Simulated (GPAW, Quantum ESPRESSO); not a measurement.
The S K edge of atom 2 in ZrS (Fm-3m), with 6 Zr at 2.62 Å (octahedral, site symmetry m-3m), was computed in 2 ways: excited-electron core hole (neutral cell) and no core hole. Program and functional: Quantum ESPRESSO XSpectra, LDA, Lorentzian half width 0.3 eV up to 4 eV, rising linearly to 2.5 eV at 25 eV; cells of 2 and 12 atoms (the run without a hole in the smaller).

Each run is counted from its own lowest empty level or Fermi level and scaled to a mean of 1 over its first 20 eV.

```csv
E (eV),run 1,run 2
-2.00,0.05,0.05
-1.25,0.07,0.09
-0.50,0.15,0.20
0.25,0.61,0.78
1.00,0.85,1.24
1.75,1.25,1.33
2.50,1.00,1.03
3.25,1.01,1.08
4.00,0.95,1.15
4.75,1.08,1.49
5.50,1.30,1.35
6.25,1.24,1.52
7.00,1.53,1.60
7.75,1.64,1.31
8.50,1.50,1.13
9.25,1.30,0.92
10.00,1.03,0.77
10.75,0.87,0.73
11.50,0.85,0.77
12.25,0.89,0.81
13.00,0.87,0.76
13.75,0.80,0.72
14.50,0.75,0.73
15.25,0.75,0.75
16.00,0.77,0.79
16.75,0.81,0.84
17.50,0.84,0.86
18.25,0.85,0.85
19.00,0.83,0.82
19.75,0.79,0.79
20.50,0.76,0.79
21.25,0.75,0.80
22.00,0.77,0.84
22.75,0.79,0.87
23.50,0.81,0.91
24.25,0.84,0.94
25.00,0.87,0.99
25.75,0.92,1.05
26.50,0.99,1.10
27.25,1.05,1.13
28.00,1.10,1.12
28.75,1.12,1.08
29.50,1.11,1.03
30.25,1.07,0.96
31.00,1.02,0.90
31.75,0.96,0.84
```

The database entry behind the starting cell differs from later determinations by our own check (an axis about 1.9 % long against later determinations), so it need not match the best structure at ambient conditions.

Which run is which?

Run 1: no core hole (area from −2 to 6 eV 6.3, main maxima 1.7 eV (1.25), 2.8 eV (1.06), 5.5 eV (1.30) and 7.5 eV (1.66)). Run 2: excited-electron core hole (neutral cell) (area from −2 to 6 eV 7.5, main maxima 1.5 eV (1.43), 5.0 eV (1.55), 6.7 eV (1.66) and 17.5 eV (0.86)). With each curve scaled to its own mean, the area from −2 to 6 eV with the hole is 7.5 against 6.3, and the centre of weight from −1 to 20 eV moves by -0.4 eV: the hole pulls the absorber's empty states down.

[Banner, clock and machine lines of the logs are left out without a mark of their own.]

[Logs are printed without paths, hosts, clocks, repeated set-up lines and the standing remarks that a program may print on its own settings, such as how far it seeks lower states.]

[Hosts, paths, dates, database ids (printed as entryN), source tags and the programs' standing remarks are cut or masked in the printed files.]

[Lists of maxima count a maximum above −3 eV only where it reaches 4 % of the highest in the window and stands out from its surroundings by 2 % of it (1.5 % where it reaches 55 %); shoulders and weaker maxima are passed over, and of the rest the first, up to two pre-edge ones and the few strongest are named.]
